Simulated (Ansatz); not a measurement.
# Work function of K(110): what the settings cost and change, part 2 of 2

How far do functional and pseudopotentials move the work function of K(110), and at what cost?

Ansatz 0.2.0; plane-wave DFT, PBE, Ansatz PAW (the session's first sound run).

So far, work function, upper face (eV): step 2 (slab, setting PBE, Ansatz PAW (420 eV)) 2.39; step 5 (RPBE) 2.32; step 6 (r2SCAN) 2.38; step 7 (PBE JTH) 2.39; step 8 (PBE norm-conserving) 2.39.

## 9. Slab

This step: plane-wave DFT, LDA, norm-conserving (Ansatz 0.2.0).

The input, input.yaml:

```yaml
crystal:
  lattice:
    - [3.6981684656, -2.615, 0.0]
    - [3.6981684656, 2.615, 0.0]
    - [0.0, 0.0, 40.1890107936]
  atoms:
    - { symbol: K, position: [0.0, 0.0, 0.2239418145] }
    - { symbol: K, position: [0.5, 0.5, 0.3159612097] }
    - { symbol: K, position: [0.0, 0.0, 0.4079806048] }
    - { symbol: K, position: [0.5, 0.5, 0.5] }
    - { symbol: K, position: [0.0, 0.0, 0.5920193952] }
    - { symbol: K, position: [0.5, 0.5, 0.6840387903] }
    - { symbol: K, position: [0.0, 0.0, 0.7760581855] }
kpoints:
  mp_grid: { grid: [10, 10, 1] }
hamiltonian:
  xc: lda
  pseudopotentials: { kind: nc }
scf:
  occupations: { method: fermi_dirac, width: 0.1 }
  convergence: { dr2_threshold: 1.0e-09 }
efield:
  axis: 3
  dipole_correction: true
  ramp_position: 0.97
  ramp_width: 0.06
output:
  write_potential: true
  write_density: true
  volumetric_format: npy
```

On the command line:

```console
$ ansatz run input.yaml --threads 2 --pin off --max-ram 3072MiB --backend cpu --events-out ev --progress --plain --runs-dir out
```

Numbers of over 12 decimals in the logs are rounded to 6 here.

Output:

```text
[...]
Crystal: 7 atoms, lattice volume = 777.313 Å³
Basis set: ecut = 979.609905 eV, 54159 PW (Γ)
Bands: 39, of which v1, the nominal top of the filled ones, is band 32 counted from 1 (31 counted from 0)
Symmetry: 4 space group operations
k-points: 31 of 100
[...]
k-point 1: bands = [... 28 lower, -1.8049, -1.6587, -1.4166, -1.0778, -0.6567, -0.1723, 0.3422, 1.0144, ... 3 higher]
  k-point 2: bands = [... 28 lower, -1.5230, -1.3799, -1.1426, -0.8095, -0.3944, 0.0844, 0.5952, 1.1692, ... 3 higher]
  k-point 30: bands = [... 28 lower, 0.7124, 0.8655, 1.0219, 1.0881, 1.1085, 1.2023, 1.3697, 1.4161, ... 3 higher]
[key lines of the parts left out:]
SCF converged after 9 iterations
Free energy (F): -5698.950225 eV
Fermi energy:    0.254863 eV
Dipole field:    D = 0.000001 V/Å  (p = 0.000005 e·Å, saw-weighted, corrected)
Work function:   Φ+ = 2.5192 eV   Φ− = 2.5193 eV
```

The job ended after 6.4 min (2 threads of Arm Neoverse N1, shared host; peak memory 2.6 GiB).

The work function is 2.519 eV, +0.128 eV from the run “PBE, Ansatz PAW (420 eV)”, at 3.1 times its CPU time.

## 10. Slab, setting PBE, all layers relaxed

This step: plane-wave DFT, PBE, Ansatz PAW (Ansatz 0.2.0).

Edit input.yaml of step 9 so:

```diff
@@ -16,4 +16,3 @@
 hamiltonian:
-  xc: lda
-  pseudopotentials: { kind: nc }
+  xc: pbe
 scf:
@@ -26,2 +25,5 @@
   ramp_width: 0.06
+relax:
+  f_tol: 0.01
+  max_steps: 40
 output:
```

Output:

```text
[...]
Crystal: 7 atoms, lattice volume = 777.313 Å³
Basis set: ecut = 420 eV, 15259 PW (Γ), exchange–correlation on 64×64×540 points (8 copies of the dense FFT grid, shifted against one another)
Bands: 39, of which v1, the nominal top of the filled ones, is band 32 counted from 1 (31 counted from 0)
Symmetry: 4 space group operations
k-points: 31 of 100
[...]
atoms:
    - { symbol: K, position: [0.0, 0.0, 0.2239418145] }
    - { symbol: K, position: [0.5, 0.5, 0.3159612097] }
    - { symbol: K, position: [0.0, 0.0, 0.407981] }
    - { symbol: K, position: [0.5, 0.5, 0.5] }
    - { symbol: K, position: [0.0, 0.0, 0.5920193952] }
    - { symbol: K, position: [0.5, 0.5, 0.6840387903] }
    - { symbol: K, position: [0.0, 0.0, 0.7760581855] }
[key lines of the parts left out:]
SCF converged after 9 iterations
Free energy (F): -10764.312816 eV
Fermi energy:    0.401681 eV
Dipole field:    D = -0.000001 V/Å  (p = -0.000003 e·Å, saw-weighted, corrected)
Work function:   Φ+ = 2.3909 eV   Φ− = 2.3909 eV
```

Run time: 1.9 min. Hardware: 2 threads; peak memory 1.1 GiB.

The work function is 2.391 eV, +0.000 eV from the run “PBE, Ansatz PAW (420 eV)”, at 0.87 times its CPU time.

## 11. Side by side

Times are for 2 threads of Arm Neoverse N1, shared host. The runs compared:

```csv
no.,setting,"work function, upper face (eV)",time,memory (GiB)
1,"PBE, Ansatz PAW (420 eV)",2.391,2.3 min,1.3
2,"LDA, Ansatz PAW (420 eV)",2.519,2.2 min,1.3
3,"PBEsol, Ansatz PAW (420 eV)",2.410,2.2 min,1.3
4,"RPBE, Ansatz PAW (420 eV)",2.316,2.2 min,1.3
5,"r2SCAN, Ansatz PAW (500 eV)",2.382,4.7 min,2.7
6,"PBE, JTH PAW (690 eV)",2.391,4.6 min,2.5
7,"PBE, norm-conserving (850 eV)",2.391,5.6 min,2.2
8,"LDA, norm-conserving (980 eV)",2.519,6.4 min,2.6
9,"PBE, all layers relaxed",2.391,1.9 min,1.1
```

## 12. Varying the input

An input spoilt on purpose, to show how the run answers: it repeats the earlier run “PBE, Ansatz PAW (420 eV)” with efield.amplitude to 0 and efield.dipole_correction from true to false, and scf.max_iter set to 75; its output block differs too.

Edit input.yaml of step 10 so:

```diff
@@ -20,10 +20,9 @@
   convergence: { dr2_threshold: 1.0e-09 }
+  max_iter: 75
 efield:
   axis: 3
-  dipole_correction: true
+  dipole_correction: false
   ramp_position: 0.97
   ramp_width: 0.06
-relax:
-  f_tol: 0.01
-  max_steps: 40
+  amplitude: 0
 output:
```

Output:

```text
Error: invalid value for `efield.amplitude`: is zero with dipole_correction: false — the section would apply nothing; set a non-zero amplitude, enable dipole_correction, or remove the block
```

Elapsed: 0.03 s, on 2 threads; peak memory 0.1 GiB.

The program refused the input before any cycle.

The program's message: “Error: invalid value for `efield.amplitude`: is zero with dipole_correction: false — the section would apply nothing; set a non-zero amplitude, enable dipole_correction, or remove the block”

The fault put into the input: a field block that applies nothing.

## 13. Summary of results

| Quantity | Value |
| --- | --- |
| work function, PBE, Ansatz PAW (420 eV) | 2.391 eV |
| work function, LDA, Ansatz PAW (420 eV) | 2.519 eV |
| work function, RPBE, Ansatz PAW (420 eV) | 2.316 eV |
| work function, r2SCAN, Ansatz PAW (500 eV) | 2.382 eV |
| work function, LDA, norm-conserving (980 eV) | 2.519 eV |
| work function, PBE, all layers relaxed | 2.391 eV |

**Reading.** PBE on the default files gives 2.39 eV, and the settings tried spread the value from 2.32 to 2.52 eV. At one geometry LDA lies 0.13 eV above PBE. The choice of pseudopotentials moves the PBE value by 0.000 eV. The forces were under the tolerance from the start, so the relaxation moved next to nothing. The ladder's slabs use the tabulated experimental lattice constant (two decimals; a low-temperature value for the alkali metals).

[Logs are printed without paths, hosts, clocks, repeated set-up lines and the standing remarks that a program may print on its own settings, such as how far it seeks lower states.]

[Hosts, paths, dates, database ids (printed as entryN), source tags and the programs' standing remarks are cut or masked in the printed files.]

[Maps of the electrostatic potential energy from Ansatz leave out the sawtooth potential of an applied field or a dipole correction, so their vacuum need not be flat; planar profiles and work functions include it.]
